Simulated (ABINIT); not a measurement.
# TlGa3 (Pm-3m): phonons by linear response, part 2 of 4

How does TlGa3 (Pm-3m) vibrate, and is this structure a minimum?

ABINIT 10.8.3; DFT LDA, scalar-relativistic, plane waves, HGH norm-conserving pseudopotentials.

So far. Step 4 (Relaxation): The volume changes by -0.5 % in this run and stands -11.0 % from the first cell. The relaxed cell has a = 4.189 Å (conventional setting).

The structure was built from a prototype and need not be the compound's stable phase.

## 6. Zone-centre response

At q = 0 one unit cell holds all displacements. The response is solved for single atoms along the cell's directions, and symmetry skips those that follow from others. The crystal is treated as a metal, which screens a static field, so no field response is asked.

Contents of dfpt_gamma.abi:

```

# common to the responses
getwfk_filepath "gso_WFK"
kptopt 2
nqpt 1
qpt 0.0 0.0 0.0
asr 0
chneut 0

# displacements
rfphon 1
rfatpol 1 4
rfdir 1 1 1
tolvrs 1.0d-10
prtwf 0

# basis, mesh and filling
ecut 20.0
ixc 7
ngkpt 6 6 6
nshiftk 1
shiftk 0.0 0.0 0.0
istwfk *1
occopt 7
tsmear 0.01
nband 12
nstep 100
diemac 1000000.0
prtebands 0
prtgsr 0
useylm 1

# cell and atoms
acell 3*1.0 Angstrom
rprim 
    4.189212456 0.0 0.0
    0.0 4.189212456 0.0
    0.0 0.0 4.189212456
ntypat 2
znucl 81 31
natom 4
typat 1 2 2 2
xred 
    0.0 0.0 0.0
    0.0 0.5 0.5
    0.5 0.0 0.5
    0.5 0.5 0.0
pp_dirpath "./pseudo"
pseudos "Tl.hgh, Ga.hgh"
```

Launch:

```
$ OMP_NUM_THREADS=1 mpirun -n 4 abinit dfpt_gamma.abi > dfpt_gamma.log
```

Numbers of over 12 decimals in the logs are rounded to 6 here.

dfpt_gamma.abo, the main output file:

```text
[banners, grids, parts of the stress and lines that vanish by symmetry left out]
- input  file    -> dfpt_gamma.abi
- output file    -> dfpt_gamma.abo
- root for input  files -> dfpt_gammai
- root for output files -> dfpt_gammao

 Symmetries : space group Pm -3 m (#221); Bravais cP (primitive cubic)
================================================================================
 Values of the parameters that define the memory need of the present run (RF).
     intxc =       0      iscf =       7    lmnmax =      14     lnmax =       6
     mgfft =      32  mpssoang =       3    mqgrid =    3001     natom =       4
  nloc_mem =       1    nspden =       1   nspinor =       1    nsppol =       1
      nsym =      48    n1xccc =       0    ntypat =       2    occopt =       7
   xclevel =       1
-    mband =          12        mffmem =           1         mkmem =          28
-   mkqmem =          28        mk1mem =          28           mpw =        2176
      nfft =       32768          nkpt =         112
- my_mband =          12
================================================================================
================================================================================

--------------------------------------------------------------------------------
------------- Echo of variables that govern the present computation ------------
--------------------------------------------------------------------------------
-
- outvars: echo of selected default values
-   iomode0 =  0 , fftalg0 =312 , wfoptalg0 =  0
-
- outvars: echo of global parameters not present in the input file
-  max_nthreads =    1
-
 -outvars: echo values of preprocessed input variables
 [... echo left out ...]
================================================================================

 chkinp: Checking input parameters for consistency.

[...]
== DATASET  1 ==================================================================
-   mpi_nproc: 4, omp_nthreads: 1 (-1 if OMP is not activated)

--- !DatasetInfo
iteration_state: {dtset: 1, }
dimensions: {natom: 4, nkpt: 112, mband: 12, nsppol: 1, nspinor: 1, nspden: 1, mpw: 2176, }
cutoff_energies: {ecut:  20.0, pawecutdg:  -1.0, }
electrons: {nelect:   1.20000000E+01, charge:   0.00000000E+00, occopt:   7.00000000E+00, tsmear:   1.00000000E-02, }
meta: {optdriver: 1, rfphon: 1, }
...

 mkfilename: getwfk from: gso_WFK

 Exchange-correlation functional for the present dataset will be:
  LDA: Perdew-Wang 92 LSD fit to Ceperley-Alder data - ixc=7
 Citation for XC functional:
  J.P.Perdew and Y.Wang, PRB 45, 13244 (1992)

 Real(R)+Recip(G) space primitive vectors, cartesian coordinates (Bohr,Bohr^-1):
 R(1)=  7.9164642  0.0000000  0.0000000  G(1)=  0.1263190  0.0000000  0.0000000
 R(2)=  0.0000000  7.9164642  0.0000000  G(2)=  0.0000000  0.1263190  0.0000000
 R(3)=  0.0000000  0.0000000  7.9164642  G(3)=  0.0000000  0.0000000  0.1263190
 Unit cell volume ucvol=  4.9612803E+02 bohr^3
 Angles (23,13,12)=  9.00000000E+01  9.00000000E+01  9.00000000E+01 degrees
 setup1 : take into account q-point for computing boxcut.

 getcut: wavevector=  0.0000  0.0000  0.0000  ngfft=  32  32  32
         ecut(hartree)=     20.000   => boxcut(ratio)=   2.00788

--- Pseudopotential description ------------------------------------------------
- pspini: atom type   1  psp file is ./pseudo/Tl.hgh

- pspini: atom type   2  psp file is ./pseudo/Ga.hgh

   2.44177356E+02                                ecore*ucvol(ha*bohr**3)
--------------------------------------------------------------------------------

 ==>  initialize data related to q vector <==

 The list of irreducible perturbations for this q vector is:
    1)    idir= 1    ipert=   1
    2)    idir= 1    ipert=   2
    3)    idir= 2    ipert=   2

[...]
The perturbation idir=   2  ipert=   1 is
 symmetric of a previously calculated perturbation.
 So, its SCF calculation is not needed.

 The perturbation idir=   3  ipert=   1 is
 symmetric of a previously calculated perturbation.
 So, its SCF calculation is not needed.

 The perturbation idir=   3  ipert=   2 is
 symmetric of a previously calculated perturbation.
 So, its SCF calculation is not needed.

 The perturbation idir=   1  ipert=   3 is
 symmetric of a previously calculated perturbation.
 So, its SCF calculation is not needed.

[...]
The perturbation idir=   2  ipert=   4 is
 symmetric of a previously calculated perturbation.
 So, its SCF calculation is not needed.

 The perturbation idir=   3  ipert=   4 is
 symmetric of a previously calculated perturbation.
 So, its SCF calculation is not needed.

--------------------------------------------------------------------------------
 Perturbation wavevector (in red.coord.)   0.000000  0.000000  0.000000
 Perturbation : displacement of atom   1   along direction   1
 Found     8 symmetries that leave the perturbation invariant.

[...]
dfpt_looppert : total number of electrons, from k and k+q
  fully or partially occupied states are    1.200000E+01 and    1.200000E+01.
 Initialisation of the first-order wave-functions :
  ireadwf=   0

--- !BeginCycle
iteration_state: {dtset: 1, }
solver: {iscf: 7, nstep: 100, nline: 4, wfoptalg: 0, }
tolerances: {tolvrs: 1.00E-10, }
...

     iter   2DEtotal(Ha)        deltaE(Ha) residm    vres2
-ETOT  1   11.281686373962     -2.305E+01 3.454E-01 1.848E+04
 ETOT  2   1.654817     -9.627E+00 2.459E-02 9.975E+01
 ETOT  3   1.602469     -5.235E-02 4.138E-03 1.136E+00
 ETOT  4   1.601821     -6.485E-04 1.352E-05 1.013E-03
 ETOT  5   1.601820     -8.363E-07 1.156E-05 2.755E-06
[...]
At SCF step    7       vres2   =  8.31E-11 < tolvrs=  1.00E-10 =>converged.
[...]
Mean square residual over all n,k,spin=   21.785E-11; max=  74.385E-09

 Thirteen components of 2nd-order total energy (hartree) are
 1,2,3: 0th-order hamiltonian combined with 1st-order wavefunctions
     kin0=   3.65526269E+01 eigvalue=  -3.99137106E-03  local=  -1.75802897E+01
 4,5,6: 1st-order hamiltonian combined with 1st and 0th-order wfs
 loc psp =   2.79788916E+00  Hartree=   6.69410004E+00     xc=  -3.72375031E+00
 note that "loc psp" includes a xc core correction that could be resolved
 7,8,9: eventually, occupation + non-local contributions
    edocc=   4.54139530E+00     enl0=   6.24831457E+00   enl1=  -6.82547013E+01
 1-9 gives the relaxation energy (to be shifted if some occ is /=2.0)
   erelax=  -3.27284068E+01
 10,11,12 Non-relaxation  contributions : frozen-wavefunctions and Ewald
 fr.local=  -1.46417472E+01 fr.nonlo=   3.46856296E+01  Ewald=   1.42863445E+01
 13,14 Frozen wf xc core corrections (1) and (2)
 frxc 1  =   0.00000000E+00  frxc 2 =   0.00000000E+00
 Resulting in :
 2DEtotal=    0.1601820082E+01 Ha. Also 2DEtotal=    0.435877449357E+02 eV
    (2DErelax=   -3.2728406830E+01 Ha. 2DEnonrelax=    3.4330226912E+01 Ha)
    (  non-var. 2DEtotal :    1.6018208162E+00 Ha)

[...]
Perturbation wavevector (in red.coord.)   0.000000  0.000000  0.000000
 Perturbation : displacement of atom   2   along direction   1
 Found     8 symmetries that leave the perturbation invariant.

[...]
dfpt_looppert : total number of electrons, from k and k+q
  fully or partially occupied states are    1.200000E+01 and    1.200000E+01.
 Initialisation of the first-order wave-functions :
  ireadwf=   0

--- !BeginCycle
iteration_state: {dtset: 1, }
solver: {iscf: 7, nstep: 100, nline: 4, wfoptalg: 0, }
tolerances: {tolvrs: 1.00E-10, }
...

     iter   2DEtotal(Ha)        deltaE(Ha) residm    vres2
-ETOT  1   15.694011792189     -3.554E+01 4.344E-01 2.840E+04
[...]
At SCF step    8       vres2   =  5.37E-13 < tolvrs=  1.00E-10 =>converged.
[...]
Mean square residual over all n,k,spin=   16.601E-12; max=  64.808E-10

 Thirteen components of 2nd-order total energy (hartree) are
 1,2,3: 0th-order hamiltonian combined with 1st-order wavefunctions
     kin0=   5.21920792E+01 eigvalue=  -8.08578539E-01  local=  -2.10943379E+01
 4,5,6: 1st-order hamiltonian combined with 1st and 0th-order wfs
 loc psp =  -1.66952561E+01  Hartree=   1.00415800E+01     xc=  -5.03554177E+00
 note that "loc psp" includes a xc core correction that could be resolved
 7,8,9: eventually, occupation + non-local contributions
    edocc=   4.79155562E+00     enl0=   1.10702769E+01   enl1=  -8.56188110E+01
 1-9 gives the relaxation energy (to be shifted if some occ is /=2.0)
   erelax=  -5.11570336E+01
 10,11,12 Non-relaxation  contributions : frozen-wavefunctions and Ewald
 fr.local=  -5.66493749E+00 fr.nonlo=   4.26153287E+01  Ewald=   1.42863445E+01
 13,14 Frozen wf xc core corrections (1) and (2)
 frxc 1  =   0.00000000E+00  frxc 2 =   0.00000000E+00
 Resulting in :
 2DEtotal=    0.7970214066E-01 Ha. Also 2DEtotal=    0.216880573414E+01 eV
    (2DErelax=   -5.1157033588E+01 Ha. 2DEnonrelax=    5.1236735729E+01 Ha)
    (  non-var. 2DEtotal :    7.9702156621E-02 Ha)

[...]
Perturbation wavevector (in red.coord.)   0.000000  0.000000  0.000000
 Perturbation : displacement of atom   2   along direction   2
 Found     4 symmetries that leave the perturbation invariant.

--------------------------------------------------------------------------------

--------------------------------------------------------------------------------

 dfpt_looppert : total number of electrons, from k and k+q
  fully or partially occupied states are    1.200000E+01 and    1.200000E+01.
 Initialisation of the first-order wave-functions :
  ireadwf=   0

--- !BeginCycle
iteration_state: {dtset: 1, }
solver: {iscf: 7, nstep: 100, nline: 4, wfoptalg: 0, }
tolerances: {tolvrs: 1.00E-10, }
...

     iter   2DEtotal(Ha)        deltaE(Ha) residm    vres2
-ETOT  1   15.889620542346     -3.636E+01 2.834E-01 2.727E+04
[...]
ETOT  7   1.079908     -1.741E-11 1.289E-07 1.360E-10
 ETOT  8   1.079908     -3.268E-13 2.954E-09 4.283E-13

 At SCF step    8       vres2   =  4.28E-13 < tolvrs=  1.00E-10 =>converged.
[...]
Mean square residual over all n,k,spin=   76.892E-13; max=  29.544E-10

 Thirteen components of 2nd-order total energy (hartree) are
 1,2,3: 0th-order hamiltonian combined with 1st-order wavefunctions
     kin0=   5.23458221E+01 eigvalue=  -7.89386139E-01  local=  -2.12993068E+01
 4,5,6: 1st-order hamiltonian combined with 1st and 0th-order wfs
 loc psp =  -1.67524568E+01  Hartree=   9.91633786E+00     xc=  -4.98855226E+00
 note that "loc psp" includes a xc core correction that could be resolved
 7,8,9: eventually, occupation + non-local contributions
    edocc=   4.72838974E+00     enl0=   1.12565671E+01   enl1=  -8.55872863E+01
 1-9 gives the relaxation energy (to be shifted if some occ is /=2.0)
   erelax=  -5.11698716E+01
 10,11,12 Non-relaxation  contributions : frozen-wavefunctions and Ewald
 fr.local=  -5.06330667E+00 fr.nonlo=   4.30267419E+01  Ewald=   1.42863445E+01
 13,14 Frozen wf xc core corrections (1) and (2)
 frxc 1  =   0.00000000E+00  frxc 2 =   0.00000000E+00
 Resulting in :
 2DEtotal=    0.1079908235E+01 Ha. Also 2DEtotal=    0.293858000908E+02 eV
    (2DErelax=   -5.1169871568E+01 Ha. 2DEnonrelax=    5.2249779803E+01 Ha)
    (  non-var. 2DEtotal :    1.0799082424E+00 Ha)

[...]
---- first-order wavefunction calculations are completed ----

 ==> Compute Derivative Database <==

 [... matrices left out ...]
  Phonon wavevector (reduced coordinates) :  0.00000  0.00000  0.00000
 Phonon energies in Hartree :
  -1.780352E-04 -1.780352E-04 -1.780352E-04 -7.519973E-07 -7.519949E-07
  -7.519876E-07  2.344903E-04  2.344903E-04  2.344903E-04  5.713811E-04
   5.713811E-04  5.713811E-04
 Phonon frequencies in cm-1    :
- -3.907420E+01 -3.907420E+01 -3.907420E+01 -1.650443E-01 -1.650438E-01
- -1.650422E-01  5.146468E+01  5.146468E+01  5.146468E+01  1.254037E+02
-  1.254037E+02  1.254037E+02

== END DATASET(S) ==============================================================
================================================================================

 -outvars: echo values of variables after computation
            acell      1.8897261259E+00  1.8897261259E+00  1.8897261259E+00 Bohr
           etotal      1.0799082349E+00
            fcart      0.0000000000E+00  0.0000000000E+00  0.0000000000E+00
           strten      0.0000000000E+00  0.0000000000E+00  0.0000000000E+00
================================================================================
```

Elapsed: 15 s, on 4 MPI ranks of Arm Neoverse V1, shared host; 60 s of CPU time.

Numbers from this step:

```yaml
largest_acoustic_frequency_at_the_zone_centre_before_the_sum_rule: -0.17 cm⁻¹
highest_optical_zone_centre_mode_no_lo_to_term: 125.4 cm⁻¹
lowest_optical_zone_centre_mode: -39.07 cm⁻¹
```

The acoustic modes at Γ come out as far as 0.2 cm⁻¹ from zero, where they should vanish, a small numerical error. The lowest optical mode is imaginary, 39i cm⁻¹, an instability at this level and on this k mesh.

(Part 2 of 4 ends here.)

[Host names and launcher messages were left out of these logs when they were recorded.]

[Logs are printed without paths, hosts, clocks, repeated set-up lines and the standing remarks that a program may print on its own settings, such as how far it seeks lower states.]

[Hosts, paths, dates, database ids (printed as entryN), source tags and the programs' standing remarks are cut or masked in the printed files.]
